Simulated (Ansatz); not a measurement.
Consider MnTl2Cl6 (started from the K2PtCl6 type) (Fm-3m).

The structure was built from a prototype and need not be the compound's stable phase.

Symmetry: Fm-3m, No. 225, cubic system. Conventional cell: a = 9.427 Å, b = 9.427 Å, c = 9.427 Å, α = 90.00°, β = 90.00°, γ = 90.00°. Nearest to Tl lie 12 Cl at 3.34 Å. Mn has 6 Cl at 2.23 Å nearest. Nearest to Cl lie 1 Mn at 2.23 Å. Farther neighbours and most contacts between anions are not listed.

```cif
data_structure
_symmetry_space_group_name_H-M 'P 1'
_symmetry_Int_Tables_number 1
_cell_length_a 6.6660
_cell_length_b 6.6660
_cell_length_c 6.6660
_cell_angle_alpha 60.000
_cell_angle_beta 60.000
_cell_angle_gamma 60.000
_cell_volume 209.45
loop_
_atom_site_label
_atom_site_type_symbol
_atom_site_fract_x
_atom_site_fract_y
_atom_site_fract_z
_atom_site_occupancy
Tl1 Tl 0.25000 0.25000 0.25000 1
Tl2 Tl 0.75000 0.75000 0.75000 1
Mn3 Mn 0.00000 0.00000 0.00000 1
Cl4 Cl 0.23634 0.23634 0.76366 1
Cl5 Cl 0.76366 0.76366 0.23634 1
Cl6 Cl 0.23634 0.76366 0.23634 1
Cl7 Cl 0.76366 0.23634 0.76366 1
Cl8 Cl 0.76366 0.23634 0.23634 1
Cl9 Cl 0.23634 0.76366 0.76366 1
```

The structure was relaxed with PBEsol. The structure type comes from a generator and need not be one that this composition takes. The structure was generated from a model, not taken from a measurement. The runs that relaxed it are not among those shown. The program's search for lower electronic states was switched off, so nothing shows that the state found is the lowest. Spin-orbit coupling is left out unless a run names it. PAW set soft_2, made with PBE.

A constrained-RPA run (Ansatz 0.2.0; non-magnetic PBEsol; Mn d, bands v2 to c3, 2×2×2 mesh, medium accuracy) builds 5 functions on bands 2.7 eV wide, with 3.0 electrons in the window. The bare on-site interaction is 14.5 eV and the bare J 0.44 eV.

What U and J survive the screening?

On the Mn d shell, U = 2.32 eV (16 % of the bare value), U′ = 1.65 eV, J = 0.31 eV.

The parent state is non-magnetic and the interaction static (zero frequency); U depends on the window and the orbitals, so it belongs to this model alone. Spin-orbit coupling, which is strong for atoms this heavy, is left out. Coarse meshes can leave U off its limit, most where the target bands are metallic.

[Paths, hosts, dates, memory and timing lines, banners, echoed tables and standing remarks are left out of the program output.]

[Logs are printed without paths, hosts, clocks, repeated set-up lines and the standing remarks that a program may print on its own settings, such as how far it seeks lower states.]

[Runs of the session that timed out or met a known fault of the program may be left out.]

[Hosts, paths, dates, database ids (printed as entryN), source tags and the programs' standing remarks are cut or masked in the printed files.]
